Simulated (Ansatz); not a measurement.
# Cs on Ta(100): change of the work function, part 4 of 4

How does one ordered layer of Cs (top site) change the work function of Ta(100), and what dipole does each adsorbate carry?

Ansatz 0.2.0; plane-wave DFT, PBE, Ansatz PAW.

So far, work function, upper face (eV): step 2 (the clean slab) 3.77; step 3 (the covered slab) 1.54; step 5 (the covered slab, atoms frozen) 1.54; step 6 (the substrate alone) 3.76; step 7 (the adsorbate layer alone) 2.16.

## Step 9: Varying the input: efield.ramp_width = 0.04

This step: plane-wave DFT, PBE, Ansatz PAW (Ansatz 0.2.0).

System of this step: Cs/Ta(100). The cell holds 21 atoms: 20 Ta and 1 Cs. Its edges and angles: a = 6.620 Å, b = 6.620 Å, c = 28.802 Å, α = 90.0°, β = 90.0°, γ = 90.0°. Vacuum lies along c.

A run with a changed input: it repeats the earlier run at 0.25 ML with efield.ramp_width from 0.06 to 0.04; its output block differs too.

Input file input.yaml:

```yaml
crystal:
  lattice:
    - [6.62, 0.0, 0.0]
    - [0.0, 6.62, 0.0]
    - [0.0, 0.0, 28.8022521395]
  atoms:
    - { symbol: Ta, position: [0.0, 0.0, 0.3124755646] }
    - { symbol: Ta, position: [0.25, 0.25, 0.369936349] }
    - { symbol: Ta, position: [0.0, 0.0, 0.4278543737] }
    - { symbol: Ta, position: [0.25, 0.25, 0.4865049965] }
    - { symbol: Ta, position: [0.0, 0.0, 0.5365987376] }
    - { symbol: Ta, position: [0.0, 0.5, 0.3124755646] }
    - { symbol: Ta, position: [0.25, 0.75, 0.369936349] }
    - { symbol: Ta, position: [0.0, 0.5, 0.4278543737] }
    - { symbol: Ta, position: [0.25, 0.75, 0.4865049965] }
    - { symbol: Ta, position: [0.0, 0.5, 0.5365987376] }
    - { symbol: Ta, position: [0.5, 0.0, 0.3124755646] }
    - { symbol: Ta, position: [0.75, 0.25, 0.369936349] }
    - { symbol: Ta, position: [0.5, 0.0, 0.4278543737] }
    - { symbol: Ta, position: [0.75, 0.25, 0.4865049965] }
    - { symbol: Ta, position: [0.5, 0.0, 0.5365987376] }
    - { symbol: Ta, position: [0.5, 0.5, 0.3124755646] }
    - { symbol: Ta, position: [0.75, 0.75, 0.369936349] }
    - { symbol: Ta, position: [0.5, 0.5, 0.4278543737] }
    - { symbol: Ta, position: [0.75, 0.75, 0.4865049965] }
    - { symbol: Ta, position: [0.5, 0.5, 0.5365987376] }
    - { symbol: Cs, position: [0.0, 0.0, 0.6875244354] }
kpoints:
  mp_grid: { grid: [5, 5, 1] }
hamiltonian:
  xc: pbe
scf:
  occupations: { method: fermi_dirac, width: 0.1 }
  convergence: { dr2_threshold: 1.0e-08 }
efield:
  axis: 3
  dipole_correction: true
  ramp_position: 0.97
  ramp_width: 0.04
relax:
  f_tol: 0.02
  max_steps: 60
  constraints: [{ sites: [0, 1, 5, 6, 10, 11, 15, 16] }]
output:
  bader: true
  dos: { projected: true, e_range: [-8, 4] }
  write_potential: true
  write_density: true
  volumetric_format: npy
```

Command:

```bash
$ ansatz run input.yaml --threads 4 --pin off --max-ram 6144MiB --backend cpu --events-out ev --progress --plain --runs-dir out
```

Output:

```text
[...]
Crystal: 21 atoms, lattice volume = 1262.241 Å³
Basis set: ecut = 420 eV, 24641 PW (Γ), exchange–correlation on 90×90×400 points (8 copies of the dense FFT grid, shifted against one another)
Bands: 162, of which v1, the nominal top of the filled ones, is band 135 counted from 1 (134 counted from 0)
Symmetry: 8 space group operations
[...]
k-points: 6 of 25
[...]
SCF iter   1: F=—  HF=-204306.593815 eV  |F-HF|=—  |Δ(HF+E_count)|=         —  Δρ=1.28e-2  dr2=2.12e2  ethr=1.77e-3  p=1.230 e·Å  D=1.76e-1 V/Å  ΔV_dip=-5.08 eV  dr2_dipole=2.18e2  V_vac-E_F(+/−)=-0.72/4.36 eV  ⟨swp⟩=22.5  Hψ=6134  notcnv=0
[...]
SCF iter  16: F=-204302.142715 eV  HF=-204302.142715 eV  |F-HF|=6.11e-10  |Δ(HF+E_count)|=   3.23e-9  Δρ=1.36e-7  dr2=1.56e-9  ethr=3.72e-12  p=0.534 e·Å  D=7.65e-2 V/Å  ΔV_dip=-2.20 eV  dr2_dipole=1.06e-10  V_vac-E_F(+/−)=1.77/3.97 eV  ⟨swp⟩=16.3  Hψ=7558  notcnv=0
SCF 1 converged in 16 iterations: F = -204302.142715 eV  dr2 = 1.56e-9
[...]
relax step   1: F+E_penalty+E_count = -204302.14271525 eV  Δ(F+E_penalty+E_count) = +0.000e0 eV  max|allowed force component| = 3.943e-1 eV/Å  Δτ_max = 0.0000 Å  (16 SCF iters, accepted)
[...]
SCF iter  10: F=-204302.157260 eV  HF=-204302.157260 eV  |F-HF|=5.82e-11  |Δ(HF+E_count)|=   1.78e-9  Δρ=2.62e-7  dr2=1.96e-9  ethr=3.72e-12  p=0.544 e·Å  D=7.80e-2 V/Å  ΔV_dip=-2.25 eV  dr2_dipole=4.02e-10  V_vac-E_F(+/−)=1.72/3.96 eV  ⟨swp⟩=15.3  Hψ=7321  notcnv=0
SCF 2 converged in 10 iterations: F = -204302.157260 eV  dr2 = 1.96e-9
[...]
relax step   2: F+E_penalty+E_count = -204302.15725974 eV  Δ(F+E_penalty+E_count) = -1.454e-2 eV  max|allowed force component| = 4.058e-1 eV/Å  Δτ_max = 0.0847 Å  (10 SCF iters, accepted)
[...]
SCF iter   9: F=-204302.255162 eV  HF=-204302.255162 eV  |F-HF|=2.62e-9  |Δ(HF+E_count)|=  4.37e-10  Δρ=2.82e-7  dr2=5.53e-9  ethr=3.72e-12  p=0.565 e·Å  D=8.10e-2 V/Å  ΔV_dip=-2.33 eV  dr2_dipole=3.05e-10  V_vac-E_F(+/−)=1.63/3.97 eV  ⟨swp⟩=12.3  Hψ=7353  notcnv=0
SCF 3 converged in 9 iterations: F = -204302.255162 eV  dr2 = 5.53e-9
relax step   3: F+E_penalty+E_count = -204302.25516228 eV  Δ(F+E_penalty+E_count) = -9.790e-2 eV  max|allowed force component| = 3.519e-1 eV/Å  Δτ_max = 0.1965 Å  (9 SCF iters, accepted)
[...]
relax step   4: F+E_penalty+E_count = -204302.31777764 eV  Δ(F+E_penalty+E_count) = -6.262e-2 eV  max|allowed force component| = 2.578e-1 eV/Å  Δτ_max = 0.1954 Å  (9 SCF iters, accepted)
[...]
relax step   5: F+E_penalty+E_count = -204302.35612243 eV  Δ(F+E_penalty+E_count) = -3.834e-2 eV  max|allowed force component| = 1.262e-1 eV/Å  Δτ_max = 0.1930 Å  (9 SCF iters, accepted)
[...]
relax step   6: F+E_penalty+E_count = -204302.36377838 eV  Δ(F+E_penalty+E_count) = -7.656e-3 eV  max|allowed force component| = 1.606e-1 eV/Å  Δτ_max = 0.1190 Å  (9 SCF iters, accepted)
[...]
relax step   7: F+E_penalty+E_count = -204302.36710903 eV  Δ(F+E_penalty+E_count) = -3.331e-3 eV  max|allowed force component| = 4.400e-2 eV/Å  Δτ_max = 0.0797 Å  (9 SCF iters, accepted)
SCF iter   1: F=—  HF=-204302.370519 eV  |F-HF|=—  |Δ(HF+E_count)|=         —  Δρ=5.35e-4  dr2=4.32e-2  ethr=1.37e-4  p=0.588 e·Å  D=8.43e-2 V/Å  ΔV_dip=-2.43 eV  dr2_dipole=8.46e-3  V_vac-E_F(+/−)=1.54/3.97 eV  ⟨swp⟩=2.5  Hψ=1438  notcnv=0
[...]
SCF iter   7: F=-204302.368306 eV  HF=-204302.368306 eV  |F-HF|=2.91e-10  |Δ(HF+E_count)|=   3.54e-8  Δρ=4.54e-7  dr2=6.45e-9  ethr=3.72e-12  p=0.589 e·Å  D=8.45e-2 V/Å  ΔV_dip=-2.43 eV  dr2_dipole=3.27e-10  V_vac-E_F(+/−)=1.54/3.97 eV  ⟨swp⟩=12.7  Hψ=7574  notcnv=0
SCF 8 converged in 7 iterations: F = -204302.368306 eV  dr2 = 6.45e-9
[...]
relax step   8: F+E_penalty+E_count = -204302.36830640 eV  Δ(F+E_penalty+E_count) = -1.197e-3 eV  max|allowed force component| = 5.865e-3 eV/Å  Δτ_max = 0.0365 Å  (7 SCF iters, accepted)
[...]
SCF converged after 7 iterations
Free energy (F): -204302.368306 eV
[...]
Internal energy: -204301.706297 eV  (E = F + TS)
E sigma→0 (E₀):  -204302.037302 eV
Entropy (-TS):   -0.662010 eV (-31.524 meV/atom)
Fermi energy:    3.956674 eV
Dipole field:    D = 0.084462 V/Å  (p = 0.589173 e·Å, saw-weighted, corrected)
Work function:   Φ+ = 1.5359 eV   Φ− = 3.9686 eV
[...]
--- Forces (eV/Å), atoms counted from 1 ---
  atom   1  Ta    -0.00000000     0.00000000     1.39818916
  atom   2  Ta     0.00308319     0.00308319    -1.39306342
  atom   3  Ta     0.00000000     0.00000000     0.00456624
  atom   4  Ta     0.00551796     0.00551796     0.00586512
  atom   5  Ta    -0.00000000     0.00000000    -0.00204731
  atom   6  Ta     0.00000000     0.00000000     1.38519665
  atom   7  Ta     0.00308319    -0.00308319    -1.39306342
  atom   8  Ta     0.00000000     0.00000000     0.00251746
  atom   9  Ta     0.00551796    -0.00551796     0.00586512
  atom  10  Ta    -0.00000000     0.00000000    -0.00330926
  atom  11  Ta    -0.00000000     0.00000000     1.38519665
  atom  12  Ta    -0.00308319     0.00308319    -1.39306342
  atom  13  Ta    -0.00000000     0.00000000     0.00251746
  atom  14  Ta    -0.00551796     0.00551796     0.00586512
  atom  15  Ta     0.00000000     0.00000000    -0.00330926
  atom  16  Ta    -0.00000000     0.00000000     1.38181601
  atom  17  Ta    -0.00308319    -0.00308319    -1.39306342
  atom  18  Ta     0.00000000     0.00000000     0.00129922
  atom  19  Ta    -0.00551796    -0.00551796     0.00586512
  atom  20  Ta     0.00000000     0.00000000    -0.00204752
  atom  21  Cs    -0.00000000     0.00000000    -0.00180454
  max |Σ_I F_I| component: 1.22e-5 eV/Å
--- Band table (eV; the first three rows and the last of 6) ---
  k-point 0: bands = [... 131 lower, 3.8546, 3.8694, 4.3712, 4.3712, 4.4113, 4.4113, 4.4744, 4.5227, ... 23 higher]
  k-point 1: bands = [... 131 lower, 3.8008, 3.9688, 3.9915, 4.1823, 4.1825, 4.2626, 4.4380, 4.4949, ... 23 higher]
  k-point 2: bands = [... 131 lower, 3.6794, 3.7886, 3.8042, 4.0452, 4.1239, 4.1439, 4.2415, 4.2673, ... 23 higher]
  k-point 5: bands = [... 131 lower, 3.1714, 3.2611, 3.2699, 3.4145, 3.7030, 4.2325, 4.2890, 4.2914, ... 23 higher]
--- Relaxed structure (8 steps of the walk, 8 accepted, 0 SCFs on fresh bases) ---
  F+E_penalty+E_count = -204302.36830640 eV   max|allowed force component| = 5.865e-3 eV/Å
  atoms:
    - { symbol: Ta, position: [0.0, 0.0, 0.3124755646] }
    - { symbol: Ta, position: [0.25, 0.25, 0.369936349] }
    - { symbol: Ta, position: [0, 0.0, 0.427562] }
    - { symbol: Ta, position: [0.251395, 0.251395, 0.486331] }
    - { symbol: Ta, position: [0, 0.0, 0.534170] }
    - { symbol: Ta, position: [0.0, 0.5, 0.3124755646] }
    - { symbol: Ta, position: [0.25, 0.750000, 0.369936349] }
    - { symbol: Ta, position: [0, 0.5, 0.427580] }
    - { symbol: Ta, position: [0.251395, 0.748605, 0.486331] }
    - { symbol: Ta, position: [0, 0.5, 0.537359] }
    - { symbol: Ta, position: [0.5, 0.0, 0.3124755646] }
    - { symbol: Ta, position: [0.750000, 0.25, 0.369936349] }
    - { symbol: Ta, position: [0.5, 0.0, 0.427580] }
    - { symbol: Ta, position: [0.748605, 0.251395, 0.486331] }
    - { symbol: Ta, position: [0.5, 0.0, 0.537359] }
    - { symbol: Ta, position: [0.5, 0.5, 0.3124755646] }
    - { symbol: Ta, position: [0.750000, 0.750000, 0.369936349] }
    - { symbol: Ta, position: [0.5, 0.5, 0.427701] }
    - { symbol: Ta, position: [0.748605, 0.748605, 0.486331] }
    - { symbol: Ta, position: [0.5, 0.5, 0.538125] }
    - { symbol: Cs, position: [0, 0.0, 0.658645] }
--- Bader charges: 21 sites ---
  site symbol  charge [e]  shift [e]
     0     Ta     -0.1278     0.0000
     1     Ta      0.0613     0.0000
     2     Ta      0.1638     0.0000
     3     Ta      0.0086     0.0000
     4     Ta     -0.2728     0.0001
     5     Ta     -0.1264     0.0000
     6     Ta      0.0613     0.0000
     7     Ta      0.1510     0.0000
     8     Ta      0.0086     0.0000
     9     Ta     -0.2359     0.0000
    10     Ta     -0.1264     0.0000
    11     Ta      0.0613     0.0000
    12     Ta      0.1510     0.0000
    13     Ta      0.0086     0.0000
    14     Ta     -0.2358     0.0000
    15     Ta     -0.1270     0.0000
    16     Ta      0.0613     0.0000
    17     Ta      0.1518     0.0000
    18     Ta      0.0086     0.0000
    19     Ta     -0.1930     0.0000
    20     Cs      0.5479     0.0000
  estimated error of the sums over rays = 8.8e-4 e
```

Run time: 7.9 min. Hardware: 4 threads of Arm Neoverse V1, shared host; peak memory 4.3 GiB.

Relaxation path:

```csv
step,energy less that of the first step (eV),largest force component (eV/Å)
1,0.0000,0.3943
2,-0.0145,0.4058
3,-0.1124,0.3519
4,-0.1751,0.2578
5,-0.2134,0.1262
6,-0.2211,0.1606
7,-0.2244,0.0440
8,-0.2256,0.0059
```

Forces are held to the 8 operations that the program found; a distortion that breaks them can't arise in this run.

The atoms that moved most (Å):

```csv
atom,dx,dy,dz,length
Cs21,0.000,0.000,-0.832,0.832
Ta5,0.000,0.000,-0.070,0.070
Ta20,0.000,0.000,0.044,0.044
Ta10,0.000,0.000,0.022,0.022
Ta15,0.000,0.000,0.022,0.022
Ta4,0.009,0.009,-0.005,0.014
Ta9,0.009,-0.009,-0.005,0.014
Ta14,-0.009,0.009,-0.005,0.014
```

The relaxed structure:

```xyz
21
Lattice="6.6200 0.0000 0.0000 0.0000 6.6200 0.0000 0.0000 0.0000 28.8023" Properties=species:S:1:pos:R:3
Ta    0.0000    0.0000    9.0000
Ta    1.6550    1.6550   10.6550
Ta    0.0000    0.0000   12.3148
Ta    1.6642    1.6642   14.0074
Ta    0.0000    0.0000   15.3853
Ta    0.0000    3.3100    9.0000
Ta    1.6550    4.9650   10.6550
Ta    0.0000    3.3100   12.3153
Ta    1.6642    4.9558   14.0074
Ta    0.0000    3.3100   15.4772
Ta    3.3100    0.0000    9.0000
Ta    4.9650    1.6550   10.6550
Ta    3.3100    0.0000   12.3153
Ta    4.9558    1.6642   14.0074
Ta    3.3100    0.0000   15.4772
Ta    3.3100    3.3100    9.0000
Ta    4.9650    4.9650   10.6550
Ta    3.3100    3.3100   12.3187
Ta    4.9558    4.9558   14.0074
Ta    3.3100    3.3100   15.4992
Cs    0.0000    0.0000   18.9704
```

This step gave:

* energy at zero smearing: -204302.0373 eV
* work function, upper face: 1.536 eV
* work function, lower face: 3.969 eV
* dipole along the normal: 0.5892 e·Å
* step between the vacuum levels: -2.433 eV

The density of states has structure finer than the step of the table below, so its rows give means over 0.25 eV. Peaks (eV: height): -2.770: 111, -1.260: 46.4, -1.110: 52.1, -0.690: 42.1, 0.300: 44.1, 0.390: 82.0, 0.540: 47.5.

The density of states by energy, zero at the Fermi level; means over each step:

energy (eV), density of states (states/eV a cell) and a bar:
```
    -7.75          0 
    -7.50          0 
    -7.25          1 #
    -7.00          1 #
    -6.75          2 #
    -6.50          2 #
    -6.25          1 #
    -6.00          1 #
    -5.75          5 ####
    -5.50          2 ##
    -5.25          5 ####
    -5.00          2 #
    -4.75          8 ######
    -4.50          4 ###
    -4.25         11 ########
    -4.00         12 #########
    -3.75         14 ##########
    -3.50         13 ##########
    -3.25         20 ###############
    -3.00         20 ###############
    -2.75         26 ###################
    -2.50         18 #############
    -2.25         12 ########
    -2.00         13 #########
    -1.75         24 #################
    -1.50         34 ########################
    -1.25         41 ##############################
    -1.00         33 ########################
    -0.75         28 ####################
    -0.50         24 #################
    -0.25         24 ##################
     0.00         13 #########
     0.25         28 #####################
     0.50         39 ############################
     0.75         27 ####################
     1.00         24 ##################
     1.25         23 #################
     1.50         19 #############
```

Projected DOS per atom over height of the atomic layer and energy from the Fermi level. Layers: Ta4 Ta4 Ta4 Ta4 Ta4 Cs from below.

Ten even steps from '0' (0.00 states/eV) to '9' (2.61 states/eV), each cell a mean:
```
412141
512161
932293
522242
543331
634352
767670
554650
231220
232320
443440
233330
223320
112110
011100
000000
000000
000000
000000
000000
000000
000000
```
Columns: height of the atomic layer (Å) from 9 to 19.0 (not evenly spaced); rows upwards: energy from the Fermi level (eV) from -7.96 to 1.65.

| quantity | this run | earlier run | difference |
| --- | --- | --- | --- |
| work function, upper face (eV) | 1.536 | 1.536 | -1.1e-4 |
| work function, lower face (eV) | 3.969 | 3.969 | -1.2e-6 |
| dipole along the normal (e·Å) | 0.5892 | 0.5891 | 2.8e-5 |

Nothing in the table moves by 0.01 in its unit (for the dipole 0.5 % and 5e-5 e·Å).

## Step 10: Varying the input

System of this step: Ta(100). The cell holds 5 atoms: 5 Ta. Cell: a = 3.310 Å, b = 3.310 Å, c = 24.620 Å, α = 90.0°, β = 90.0°, γ = 90.0°. Vacuum lies along c.

An input spoilt on purpose, to show how the run answers: it repeats the earlier run at 0 ML with scf.convergence.dr2_threshold from 1e-08 to -1e-06, and scf.max_iter set to 60.

Input file input.yaml:

```yaml
crystal:
  lattice:
    - [3.31, 0.0, 0.0]
    - [0.0, 3.31, 0.0]
    - [0.0, 0.0, 24.62]
  atoms:
    - { symbol: Ta, position: [0.0, 0.0, 0.3655564582] }
    - { symbol: Ta, position: [0.5, 0.5, 0.4327782291] }
    - { symbol: Ta, position: [0.0, 0.0, 0.5] }
    - { symbol: Ta, position: [0.5, 0.5, 0.5672217709] }
    - { symbol: Ta, position: [0.0, 0.0, 0.6344435418] }
kpoints:
  mp_grid: { grid: [9, 9, 1] }
hamiltonian:
  xc: pbe
scf:
  occupations: { method: fermi_dirac, width: 0.1 }
  convergence: { dr2_threshold: -1.0e-06 }
  max_iter: 60
efield:
  axis: 3
  dipole_correction: true
  ramp_position: 0.97
  ramp_width: 0.06
relax:
  f_tol: 0.02
  max_steps: 60
  constraints: [{ sites: [0, 1] }]
output:
  write_potential: true
  write_density: true
  volumetric_format: npy
```

Output:

```text
Error: invalid value for `scf.convergence.dr2_threshold`: must be finite and > 0; got -0.000001 eV
```

The job ended after 0.02 s (4 threads; peak memory 0.031 GiB; 0.02 s of CPU time).

The input was rejected at the start.

The program's message: “Error: invalid value for `scf.convergence.dr2_threshold`: must be finite and > 0; got -0.000001 eV”

The fault put into the input: a threshold that can't be met.

## Step 11: What came out

| Quantity | Value |
| --- | --- |
| work function of the clean face | 3.77 eV |
| work function at 0.25 ML | 1.54 eV |
| dipole per adsorbate at 0.25 ML, positive end outwards | 2.60 D |
| step of the potential from the moved charge at 0.25 ML, upper less lower side, atoms held | -2.23 eV |

In words: Cs lowers the work function of Ta(100) at the lowest coverage, by 2.23 eV: the adsorbate layer has its positive end outwards. One coverage alone was completed, so no trend follows. The slab has 5 layers, at the tabulated experimental lattice constant, one starting site was run, and quantum-size effects of a slab this thin can reach one or two tenths of an eV.

[Long decimals in the printed logs are rounded to 6 places.]

[Logs are printed without paths, hosts, clocks, repeated set-up lines and the standing remarks that a program may print on its own settings, such as how far it seeks lower states.]

[Hosts, paths, dates, database ids (printed as entryN), source tags and the programs' standing remarks are cut or masked in the printed files.]

[Maps of the electrostatic potential energy from Ansatz leave out the sawtooth potential of an applied field or a dipole correction, so their vacuum need not be flat; planar profiles and work functions include it.]

[The density of states shown here was stored with 400 of the rows of the run's finer table, so its peaks can read low, often by over a quarter, or be missed, and its means over a window can be off by a tenth or more.]
